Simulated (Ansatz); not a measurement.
## ZnCu (Pm-3m): thermal expansion from first principles

How much does ZnCu expand with temperature?

Main program and level: Ansatz 0.2.0; DFT PBE, scalar-relativistic, plane waves, PAW.

## Step 1: Set-up

It takes space group Pm-3m (No. 221, cubic). Conventional cell: a = 2.945 Å, b = 2.945 Å, c = 2.945 Å, α = 90.00°, β = 90.00°, γ = 90.00°. Zn has 8 Cu at 2.55 Å nearest. Cu has 8 Zn at 2.55 Å nearest. Farther neighbours are not listed.

## Step 2: A first coarse run

Before spending time, one coarse run tells the gap and the pressure of the starting cell.

File input.yaml:

```yaml
crystal:
  lattice:
    - [2.945, 0.0, 0.0]
    - [0.0, 2.945, 0.0]
    - [0.0, 0.0, 2.945]
  atoms:
    - { symbol: Zn, position: [0.5, 0.5, 0.5] }
    - { symbol: Cu, position: [0.0, 0.0, 0.0] }
kpoints:
  mp_grid: { grid: [6, 6, 6] }
hamiltonian:
  xc: pbe
scf:
  occupations: { method: gaussian, width: 0.1 }
output:
  forces: true
  stress: true
  eigenvalues: true
```

Launch:

```sh
$ ansatz run input.yaml --threads 4 --pin off --max-ram 8192MiB --backend cpu --events-out ev --progress --plain --runs-dir out
```

Numbers of over 12 decimals in the logs are rounded to 6 here.

The program printed:

```text
Engine: ansatz 0.2.0, aarch64-unknown-linux-gnu
Pseudopotentials: kind: paw
Pseudopotential: Zn, paw, valence charge 12, recommended cutoff 420 eV (normal), Zn.paw.azcp
Pseudopotential: Cu, paw, valence charge 19, recommended cutoff 420 eV (normal), Cu.paw.azcp
Functional definition: PBE
  parameter kappa = 0.804
  parameter beta = 0.066725
  exchange = pbe_x(kappa = kappa, mu = beta*pi^2/3)
  correlation = pbe_c(beta = beta)
Crystal: 2 atoms, lattice volume = 25.542 Å³
Basis set: ecut = 420 eV, 485 PW (Γ), exchange–correlation on 40×40×40 points (8 copies of the dense FFT grid, shifted against one another)
Bands: 20, of which v1, the nominal top of the filled ones, is band 16 counted from 1 (15 counted from 0)
Symmetry: 48 space group operations
Space group: Pm-3m (ITA 221), of the structure as read, at distance tolerance 2.9e-5 Å
k-points: 20 of 216
Non-local potential: Zn, projectors of the file, l = 0: 2, l = 1: 2, l = 2: 3, l = 3: 1
Non-local potential: Cu, projectors of the file, l = 0: 3, l = 1: 2, l = 2: 3, l = 3: 1
PAW form: soft (Blöchl's): semilocal exchange-correlation on the pseudo side does not see the compensation charge
PAW one-centre angular grid: Zn, 590 points (default); XC on 64 Gauss nodes
PAW one-centre angular grid: Cu, 590 points (default); XC on 64 Gauss nodes
Initial density: superposition of atomic densities (neutral atoms: chi_scale 0, normalization atom), corrected by the library's trained network
Initial wavefunctions: pseudopotential atomic-orbital guess
Functional: x = pbe(κ = 0.804, μ = 0.219515), c = pbe(β = 0.066725)
SCF iter   1: F=—  HF=-9944.300744 eV  |F-HF|=—  |Δ(HF+E_count)|=         —  Δρ=9.02e-4  dr2=6.33e-5  ethr=1.77e-3  ⟨swp⟩=5.5  Hψ=1727  notcnv=0
preconditioner: auto → none  [metal: Δε(μ)=0.068 eV  Ē_g=12.767 eV  σ=0.100 eV  W_gap=0.36  n_scr=6 (ndim 8)  ℏωp=35.2 eV  f_vac=0.000  D(μ)=1.43/eV (n_scr^D=18)  sad-step TF]
SCF iter   2: F=—  HF=-9944.301232 eV  |F-HF|=—  |Δ(HF+E_count)|=   4.89e-4  Δρ=6.36e-4  dr2=4.34e-5  ethr=2.04e-7  ⟨swp⟩=3.0  Hψ=1046  notcnv=0
SCF iter   3: F=—  HF=-9944.301265 eV  |F-HF|=—  |Δ(HF+E_count)|=   3.26e-5  Δρ=1.97e-4  dr2=8.14e-6  ethr=1.40e-7  ⟨swp⟩=2.0  Hψ=590  notcnv=0
SCF iter   4: F=—  HF=-9944.301263 eV  |F-HF|=—  |Δ(HF+E_count)|=   1.82e-6  Δρ=4.77e-5  dr2=8.65e-7  ethr=2.63e-8  ⟨swp⟩=2.0  Hψ=521  notcnv=0
SCF iter   5: F=—  HF=-9944.301263 eV  |F-HF|=—  |Δ(HF+E_count)|=   2.51e-7  Δρ=2.69e-5  dr2=1.40e-7  ethr=2.79e-9  ⟨swp⟩=2.1  Hψ=591  notcnv=0
SCF iter   6: F=-9944.301263 eV  HF=-9944.301263 eV  |F-HF|=2.26e-9  |Δ(HF+E_count)|=   3.31e-8  Δρ=3.74e-6  dr2=1.19e-9  ethr=3.23e-10  ⟨swp⟩=5.4  Hψ=1567  notcnv=0
SCF 1 converged in 6 iterations: F = -9944.301263 eV  dr2 = 1.19e-9
  greatest PAW one-centre occupation: 1.000 electrons in one spin orbital (limit 2), on the Cu atom at site 1 (counted from 0), in its partial waves of l = 0
SCF converged after 6 iterations
Free energy (F): -9944.301263 eV
Harris-Foulkes:  -9944.301263 eV  (|F-HF|=2.26e-9)
Internal energy: -9944.294100 eV  (E = F + TS)
E sigma→0 (E₀):  -9944.297681 eV
Entropy (-TS):   -0.007163 eV (-3.581 meV/atom)
Fermi energy:    14.484796 eV
--- Per-component energies (eV) ---
  E_band       = -317.985479
  E_kinetic    = 431.690512
  E_local      = -5790.816643  (includes V_loc(G=0)·N_el)
  E_nonlocal   = 1000.908709
  E_hartree    = 2526.812107
  E_xc         = -227.801899
  E_vxc        = -168.938192  (∫ρ·V_xc dr)
  E_paw        = -3488.139153  (= ΣΔE_a)
  E_vpaw       = -844.453247  (= ΣTr[D̂ρ^β])
  E_aug_tail   = -0.000024  (compensation charges beyond the density's cutoff)
  E_ewald      = -4396.947710
  E_smearing   = -0.007163  (= −TS)
  E_closure    = 0.000000  (closes the sum)
  Σ components = -9944.301263   (vs F -9944.301263, Δ=0.00e0)
--- Forces (eV/Å), atoms counted from 1 ---
  atom   1  Zn     0.00000000    -0.00000000    -0.00000000
  atom   2  Cu    -0.00000000     0.00000000    -0.00000000
  max |Σ_I F_I| component: 3.68e-30 eV/Å
--- Stress (GPa, compression-positive) ---
        2.889130      -0.000000       0.000000
        0.000000       2.889130       0.000000
        0.000000       0.000000       2.889130
  P = ⅓ Tr σ = 2.8891 GPa (28.891 kbar)
--- Band table (eV; the first three rows and the last of 20) ---
  k-point 0: bands = [... 12 lower, 11.7901, 11.7901, 11.7901, 20.6973, 20.6973, 20.6973, 25.7433, 25.7433]
  k-point 1: bands = [... 12 lower, 11.6352, 11.6352, 11.7709, 17.4981, 21.4475, 21.4475, 26.0073, 26.5455]
  k-point 2: bands = [... 12 lower, 11.3583, 11.3583, 11.7319, 13.7616, 23.4842, 23.4842, 26.8324, 27.3668]
  k-point 19: bands = [... 12 lower, 12.0446, 12.0446, 18.3650, 18.8238, 18.8238, 18.8238, 19.0356, 19.0356]
```

Run time: 0.31 s. Hardware: 4 threads of Arm Neoverse V2, shared host; peak memory 0.35 GiB; 0.74 s of CPU time.

This step gave:

```
pressure          : 2.889 GPa
volume per atom   : 12.77 Å³
gap on the k-mesh : 0 eV
```

The start is under 2.9 GPa at this level and looks like a metal on this mesh.

## Step 3: Finding the static equilibrium

The vibrations must be taken about the equilibrium of this functional, not about the starting cell, so the structure is relaxed.

input.yaml, the sections that differ from step 2:

```yaml
kpoints:
  mp_grid: { grid: [14, 14, 14] }
output:
  forces: true
  stress: true
  eigenvalues: true
  write_density: true
  write_potential: true
  elf: true
  volumetric_format: npy
relax:
  adjacent_minimum: "off"
  f_tol: 0.005
  max_steps: 80
  cell: { stress_tol: 0.05 }
# crystal, hamiltonian, scf: as in step 2
```

The program printed:

```text
[...]
Crystal: 2 atoms, lattice volume = 25.542 Å³
Basis set: ecut = 420 eV, 485 PW (Γ), exchange–correlation on 40×40×40 points (8 copies of the dense FFT grid, shifted against one another)
Bands: 20, of which v1, the nominal top of the filled ones, is band 16 counted from 1 (15 counted from 0)
Symmetry: 48 space group operations
[...]
k-points: 120 of 2744
[...]
SCF iter   1: F=—  HF=-9944.385425 eV  |F-HF|=—  |Δ(HF+E_count)|=         —  Δρ=2.13e-3  dr2=6.85e-4  ethr=1.77e-3  ⟨swp⟩=5.2  Hψ=10192  notcnv=0
[...]
SCF iter   6: F=-9944.386001 eV  HF=-9944.386001 eV  |F-HF|=2.43e-8  |Δ(HF+E_count)|=   9.41e-8  Δρ=9.60e-6  dr2=3.42e-8  ethr=3.23e-10  ⟨swp⟩=9.5  Hψ=16832  notcnv=0
SCF 1 converged in 6 iterations: F = -9944.386001 eV  dr2 = 3.42e-8
[...]
relax step   1: F+E_penalty+E_count = -9944.38600082 eV  Δ(F+E_penalty+E_count) = +0.000e0 eV  max|allowed force component| = 3.317e-29 eV/Å  Δτ_max = 0.0000 Å  P = +2.252 GPa  Ω = 25.542 Å³  (6 SCF iters, dr2 threshold 1.00e-7 eV, accepted)
Crystal: 2 atoms, lattice volume = 25.821 Å³
[...]
iter 1 solved again at ethr=7.25e-6 eV; its pass at ethr=3.10e-3 eV (dr2=2.25e-3 eV) is discarded
[...]
SCF iter   6: F=-9944.388504 eV  HF=-9944.388504 eV  |F-HF|=1.96e-9  |Δ(HF+E_count)|=   1.61e-8  Δρ=3.22e-6  dr2=1.56e-9  ethr=1.25e-10  ⟨swp⟩=5.4  Hψ=13824  notcnv=0
SCF 2 converged in 6 iterations: F = -9944.388504 eV  dr2 = 1.56e-9
relax step   2: F+E_penalty+E_count = -9944.38850402 eV  Δ(F+E_penalty+E_count) = -2.503e-3 eV  max|allowed force component| = 1.578e-30 eV/Å  Δτ_max = 0.0000 Å  P = +0.921 GPa  Ω = 25.821 Å³  energy of the carried Pulay correction = -2.493e-4 eV  (6 SCF iters, dr2 threshold 2.00e-7 eV, accepted)
Crystal: 2 atoms, lattice volume = 26.018 Å³
[...]
SCF iter   6: F=-9944.388912 eV  HF=-9944.388912 eV  |F-HF|=1.18e-9  |Δ(HF+E_count)|=  7.28e-12  Δρ=2.20e-6  dr2=6.55e-10  ethr=1.12e-11  ⟨swp⟩=5.0  Hψ=13090  notcnv=0
SCF 3 converged in 6 iterations: F = -9944.388912 eV  dr2 = 6.55e-10
relax step   3: F+E_penalty+E_count = -9944.38891186 eV  Δ(F+E_penalty+E_count) = -4.078e-4 eV  max|allowed force component| = 1.890e-30 eV/Å  Δτ_max = 0.0000 Å  P = +0.033 GPa  Ω = 26.018 Å³  energy of the carried Pulay correction = -4.235e-4 eV  (6 SCF iters, dr2 threshold 2.00e-7 eV, accepted)
[...]
SCF iter   6: F=-9944.389303 eV  HF=-9944.389303 eV  |F-HF|=0.00e0  |Δ(HF+E_count)|=  1.67e-10  Δρ=4.46e-8  dr2=2.16e-13  ethr=1.00e-12  ⟨swp⟩=5.4  Hψ=10418  notcnv=0
SCF 4 converged in 6 iterations: F = -9944.389303 eV  dr2 = 2.16e-13
relax step   4: F+E_penalty+E_count = -9944.38930328 eV  Δ(F+E_penalty+E_count) = -3.914e-4 eV  max|allowed force component| = 2.761e-30 eV/Å  Δτ_max = 0.0000 Å  P = +0.021 GPa  Ω = 26.018 Å³  stress off target by 2.06e-2 GPa  SCF on the basis re-selected at this cell (its energy is not comparable with the rows above)  (6 SCF iters)
basis re-selected at this cell: Δ(F+E_penalty+E_count) = -3.914e-4 eV, ΔP = -0.013 GPa vs the last step (what re-selecting the basis moved, of the pressure what is left beyond the Pulay correction that the steps carried, after the strain that the cell walked since its last selection, with what the two solves' SCF thresholds leave and, on support functions, any second-order correction that the steps lacked; it is no m [...]
SCF converged after 6 iterations
Free energy (F): -9944.389303 eV
[...]
Internal energy: -9944.387705 eV  (E = F + TS)
E sigma→0 (E₀):  -9944.388504 eV
Entropy (-TS):   -0.001599 eV (-0.799 meV/atom)
Fermi energy:    14.186603 eV
[...]
--- Stress (GPa, compression-positive) ---
        0.020578       0.000000      -0.000000
        0.000000       0.020578      -0.000000
       -0.000000      -0.000000       0.020578
  P = ⅓ Tr σ = 0.0206 GPa (0.206 kbar)
--- Band table (eV; the first three rows and the last of 120) ---
  k-point 0: bands = [... 12 lower, 11.5045, 11.5045, 11.5045, 20.2935, 20.2935, 20.2935, 25.2926, 25.2926]
  k-point 1: bands = [... 12 lower, 11.4739, 11.4739, 11.5010, 19.4189, 20.4323, 20.4323, 25.3405, 25.6984]
  k-point 2: bands = [... 12 lower, 11.3908, 11.3908, 11.4912, 17.7195, 20.8390, 20.8390, 25.4855, 25.9290]
  k-point 119: bands = [... 12 lower, 11.7580, 11.7580, 17.8881, 18.4435, 18.4435, 18.4435, 18.6429, 18.6429]
--- Relaxed structure (3 steps of the walk, 3 accepted, 1 SCFs on fresh bases) ---
  F+E_penalty+E_count = -9944.38930328 eV   max|allowed force component| = 2.761e-30 eV/Å   (the final SCF, on the basis selected at the relaxed cell)
  cell:  # Å, volume = 26.0181 Å³
    - [2.963183, 0, 0]
    - [0, 2.963183, 0.0]
    - [0, 0.0, 2.963183]
  atoms:
    - { symbol: Zn, position: [0.5, 0.5, 0.5] }
    - { symbol: Cu, position: [0, 0, 0] }
```

The job ended after 3.3 s (4 threads; peak memory 0.45 GiB).

The steps of the relaxation:

```csv
step,energy less that of the first step (eV),largest force component (eV/Å),pressure (GPa),volume (Å³)
1,0.0000,0.0000,2.25,25.54
2,-0.0025,0.0000,0.92,25.82
3,-0.0029,0.0000,0.03,26.02
4*,-0.0033,0.0000,0.02,26.02
```

Relaxation steps marked * repeat the geometry before them on a plane-wave basis chosen anew for their cell, so energy and pressure can jump there.

Forces are held to the 48 operations that the run works with; a distortion that breaks them can't arise in this run.

```csv
"conventional cell, symmetrised",before,after,change
a (Å),2.945,2.963,+0.6 %
b (Å),2.945,2.963,+0.6 %
c (Å),2.945,2.963,+0.6 %
volume (Å³/atom),12.77,13.01,+1.9 %
```

Final coordinates:

```xyz
2
Lattice="2.9632 0.0000 0.0000 0.0000 2.9632 0.0000 0.0000 0.0000 2.9632" Properties=species:S:1:pos:R:3 pbc="T T T"
Zn    1.4816    1.4816    1.4816
Cu    0.0000    0.0000    0.0000
```

Numbers from this step:

```
pressure        : 0.02058 GPa
volume per atom : 13.01 Å³
```

ELF in the ac plane at fractional y = 0.500, with atoms of Zn within 0.2 Å of it. It is the smooth field of the valence electrons, not physical close to the nuclei.

Values, 15 rows by 15 columns:
```
0.25 0.26 0.28 0.30 0.30 0.29 0.27 0.26 0.26 0.27 0.29 0.30 0.30 0.28 0.26
0.27 0.28 0.29 0.30 0.27 0.23 0.21 0.20 0.20 0.21 0.23 0.27 0.30 0.29 0.28
0.29 0.30 0.30 0.26 0.22 0.20 0.20 0.19 0.19 0.20 0.20 0.22 0.26 0.30 0.30
0.31 0.30 0.27 0.22 0.20 0.19 0.16 0.14 0.14 0.16 0.19 0.20 0.22 0.27 0.30
0.31 0.29 0.23 0.20 0.19 0.14 0.07 0.03 0.03 0.07 0.14 0.19 0.20 0.23 0.29
0.30 0.27 0.21 0.20 0.16 0.07 0.01 0.00 0.00 0.01 0.07 0.16 0.20 0.21 0.27
0.30 0.26 0.20 0.19 0.14 0.03 0.00 0.00 0.00 0.00 0.03 0.14 0.19 0.20 0.26
0.30 0.26 0.20 0.19 0.14 0.03 0.00 0.00 0.00 0.00 0.03 0.14 0.19 0.20 0.26
0.30 0.27 0.21 0.20 0.16 0.07 0.01 0.00 0.00 0.01 0.07 0.16 0.20 0.21 0.27
0.31 0.29 0.23 0.20 0.19 0.14 0.07 0.03 0.03 0.07 0.14 0.19 0.20 0.23 0.29
0.31 0.30 0.27 0.22 0.20 0.19 0.16 0.14 0.14 0.16 0.19 0.20 0.22 0.27 0.30
0.29 0.30 0.30 0.26 0.22 0.20 0.20 0.19 0.19 0.20 0.20 0.22 0.26 0.30 0.30
0.27 0.28 0.29 0.30 0.27 0.23 0.21 0.20 0.20 0.21 0.23 0.27 0.30 0.29 0.28
0.25 0.26 0.28 0.30 0.30 0.29 0.27 0.26 0.26 0.27 0.29 0.30 0.30 0.28 0.26
0.25 0.25 0.27 0.29 0.31 0.31 0.30 0.30 0.30 0.30 0.31 0.31 0.29 0.27 0.25
```
Columns run along a (3.0 Å), rows up along c (3.0 Å). Atoms in or near the plane, at fractional coordinates: Zn at (0.50, 0.50).

Valence density in the ac plane at fractional y = 0.500, with atoms of Zn within 0.2 Å of it. It is the smooth field of the valence electrons, not physical close to the nuclei.

Ten steps, logarithmic in the rise over the least value, from '_' (0 e/Å³) to '@' (33 e/Å³):
```
______________________________
______________________________
____________........__________
________....::::::::....______
________..::==++++==::..______
______..::==**%%%%**==::..____
______..::++%%@@@@%%++::..____
______..::++%%@@@@%%++::..____
______..::==**%%%%**==::..____
________..::==++++==::..______
________....::::::::....______
____________........__________
______________________________
______________________________
______________________________
```
Columns run along a (3.0 Å), rows up along c (3.0 Å). Atoms in or near the plane, at fractional coordinates: Zn at (0.50, 0.50).

Electrostatic potential energy in the ac plane at fractional y = 0.500, with atoms of Zn within 0.2 Å of it. With pseudopotentials it is smooth inside the atoms' cores, unlike the true potential.

Values in eV, 15 rows by 15 columns:
```
 16  16  16  16  15  15  14  14  14  14  15  15  16  16  16
 16  16  15  15  14  13  13  12  12  13  13  14  15  15  16
 16  16  15  14  13   9   5   1   1   5   9  13  14  15  16
 16  15  14  13   7  -2  -9 -13 -13  -9  -2   7  13  14  15
 16  15  13   9  -2 -13 -19 -22 -22 -19 -13  -2   9  13  15
 16  14  13   5  -9 -19 -26 -31 -31 -26 -19  -9   5  13  14
 15  14  12   1 -13 -22 -31 -31 -31 -31 -22 -13   1  12  14
 15  14  12   1 -13 -22 -31 -31 -31 -31 -22 -13   1  12  14
 16  14  13   5  -9 -19 -26 -31 -31 -26 -19  -9   5  13  14
 16  15  13   9  -2 -13 -19 -22 -22 -19 -13  -2   9  13  15
 16  15  14  13   7  -2  -9 -13 -13  -9  -2   7  13  14  15
 16  16  15  14  13   9   5   1   1   5   9  13  14  15  16
 16  16  15  15  14  13  13  12  12  13  13  14  15  15  16
 16  16  16  16  15  15  14  14  14  14  15  15  16  16  16
 16  16  16  16  16  16  16  15  15  16  16  16  16  16  16
```
Columns run along a (3.0 Å; values clipped at the 3rd and 97th percentile), rows up along c (3.0 Å). Atoms in or near the plane, at fractional coordinates: Zn at (0.50, 0.50).

The relaxation ends with a pressure of 0.02 GPa.

## Step 4: Tight relaxation

The thresholds are tightened for a last relaxation ahead of the phonons, and where mesh or smearing change with them the cell follows.

File input.yaml:

```yaml
crystal:
  lattice:
    - [2.9631825745, 0.0, 0.0]
    - [0.0, 2.9631825745, 0.0]
    - [0.0, 0.0, 2.9631825745]
  atoms:
    - { symbol: Zn, position: [0.5, 0.5, 0.5] }
    - { symbol: Cu, position: [0.0, 0.0, 0.0] }
kpoints:
  mp_grid: { grid: [16, 16, 16] }
hamiltonian:
  xc: pbe
scf:
  occupations: { method: methfessel_paxton, width: 0.2 }
output:
  forces: true
  stress: true
  eigenvalues: true
relax:
  adjacent_minimum: "off"
  f_tol: 0.001
  max_steps: 60
  cell: { stress_tol: 0.01 }
```

The program printed:

```text
[...]
Crystal: 2 atoms, lattice volume = 26.018 Å³
Basis set: ecut = 420 eV, 485 PW (Γ), exchange–correlation on 40×40×40 points (8 copies of the dense FFT grid, shifted against one another)
Bands: 20, of which v1, the nominal top of the filled ones, is band 16 counted from 1 (15 counted from 0)
Symmetry: 48 space group operations
[...]
k-points: 165 of 4096
[...]
k-point 164: bands = [... 12 lower, 11.7465, 11.7465, 17.8749, 18.4324, 18.4324, 18.4324, 18.6311, 18.6311]
--- Relaxed structure (3 steps of the walk, 3 accepted, 1 SCFs on fresh bases) ---
[...]
cell:  # Å, volume = 26.0321 Å³
    - [2.963713, 0, 0.0]
    - [0, 2.963713, 0]
    - [0.0, 0, 2.963713]
  atoms:
    - { symbol: Zn, position: [0.5, 0.5, 0.5] }
    - { symbol: Cu, position: [0, 0, 0] }
[key lines of the parts left out:]
SCF converged after 5 iterations
Free energy (F): -9944.384003 eV
Fermi energy:    14.150808 eV
P = ⅓ Tr σ = -0.0013 GPa (-0.013 kbar)
```

Elapsed: 3.8 s, on 4 threads; peak memory 0.47 GiB.

Little changed from the start: no atom moved by 0.005 Å and no cell edge by 0.1 %.

This step gave:

| Quantity | Value |
| --- | --- |
| pressure | -0.001282 GPa |
| volume per atom | 13.02 Å³ |

The residual pressure is -0.0013 GPa, small enough for phonons.

[end of part 1 of 2]

[Logs are printed without paths, hosts, clocks, repeated set-up lines and the standing remarks that a program may print on its own settings, such as how far it seeks lower states.]

[Hosts, paths, dates, database ids (printed as entryN), source tags and the programs' standing remarks are cut or masked in the printed files.]

[A step with changed settings may run another functional than the one named; its input shows which.]

[Pressures of single members of a volume series are the stress at the run's cutoff; with an incomplete basis they can lie off −dE/dV of the same runs, and they are not shown converged.]
